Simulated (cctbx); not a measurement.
# What is wrong with this refinement?

Cell a = 7.2310 Å, b = 5.3040 Å, c = 8.3090 Å, α = 90.00°, β = 110.81°, γ = 90.00°; space group P2_1/m (no. 11).

The data are simulated with cctbx, not measured: Ga Kα, λ = 1.3414 Å, to d = 0.8 Å, 50 % of the full sphere, strongest reflection 70000 counts, noise from counting, a 4 % proportional error and a noise floor of 8 counts (s.d.); no absorption.

An anisotropic refinement with weights 1/σ² prints:

```text
Rint 0.023, 609 unique reflections to 0.80 A
cycle     R1     wR2    GooF  max shift (A)
   1  0.2380  0.5898  16.417   0.09901
   4  0.1027  0.2880   8.016   0.00016
final R1 0.1027 wR2 0.2880 GooF 8.016  parameters 33  data/parameter 18.5
atom        x        y        z      Ueq    occ   su(xyz)  su(Uiso or U11)
Tl1    0.66409  0.25000  0.35319   0.0064  1.000  0.00020  0.0011
I1     0.80361  0.75000  0.07749   0.0069  1.000  0.00034  0.0014
Cl1    0.88867  0.51495  0.85599   0.0016  1.000  0.00108  0.0020  NPD
Ni1    0.38469  0.75000  0.27006   0.0540  1.000  0.00174  0.0062
Cl2    0.85672  0.75000  0.62171   0.0140  1.000  0.00140  0.0046
difference map: max 15.93 min -12.54 rms 1.46
Q1    0.3298  0.7500  0.6390    2   16.54  0.06 A from Tl1
Q2    0.1877  0.2500  0.9317    2   10.34  0.11 A from I1
Q3    0.1153  0.0067  0.1674    4    9.99  0.19 A from Cl1
Q4    0.3724  0.7500  0.2384    2    9.81  0.25 A from Ni1
Q5    0.1086  0.2500  0.3488    2    6.30  0.28 A from Cl2
Q6    0.4109  0.2500  0.3066    2    3.33  1.73 A from Tl1
```

Q: Accept it or mend it, and why?

Mend it. The fault: elements exchanged: Ni1 is Cl and Cl1 is Ni. Against the right model at the same level, R1 goes from 0.0133 to 0.1027 and GooF from 0.89 to 8.02, U of Cl1 shrinks from 0.0272 to 0.0016 Å², U of Ni1 swells from 0.0176 to 0.0540 Å², the top difference peak, 16.5 e/Å³, lies on Tl1, a hole of -12.5 e/Å³ opens and Cl1 goes non-positive-definite. Ni1 has 11 electrons too many and its U swells to shed them, as expected; Cl1 has 11 electrons too few and its U shrinks to make up, as expected.

The compound is TlNi2ICl2. The right model at the same level gives:

```text
Rint 0.023, 609 unique reflections to 0.80 A
cycle     R1     wR2    GooF  max shift (A)
   1  0.0327  0.1155   3.215   0.00282
   2  0.0133  0.0321   0.893   0.00000
final R1 0.0133 wR2 0.0321 GooF 0.893  parameters 33  data/parameter 18.5
atom        x        y        z      Ueq    occ   su(xyz)  su(Uiso or U11)
Tl1    0.66448  0.25000  0.35369   0.0088  1.000  0.00002  0.0001
I1     0.80322  0.75000  0.07709   0.0101  1.000  0.00004  0.0002
Ni1    0.88916  0.51435  0.85446   0.0272  1.000  0.00011  0.0003
Cl1    0.37507  0.75000  0.25667   0.0176  1.000  0.00016  0.0004
Cl2    0.86362  0.75000  0.62618   0.0151  1.000  0.00015  0.0004
difference map: max 0.86 min -0.86 rms 0.18
Q1    0.0879  0.7500  0.6238    2    0.93  1.63 A from Cl2
Q2    0.3945  0.2500  0.4766    2    0.77  1.76 A from Cl2
Q3    0.2991  0.7500  0.7359    2    0.69  0.87 A from Tl1
Q4    0.3824  0.2500  0.8330    2    0.66  1.75 A from I1
Q5    0.3900  0.6165  0.2512    4    0.61  0.72 A from Cl1
Q6    0.1965  0.2500  0.2089    2    0.60  1.41 A from Ni1
```

Isotropic U is held between 0.0001 and 1 Å² by the program, and listed peak heights are interpolated, so they can pass the grid's maximum.

This is a model crystal, built by substitution and not relaxed, with assumed displacement parameters.

[Middle refinement cycles are left out of these outputs.]

[Logs are printed without paths, hosts, clocks, repeated set-up lines and the standing remarks that a program may print on its own settings, such as how far it seeks lower states.]
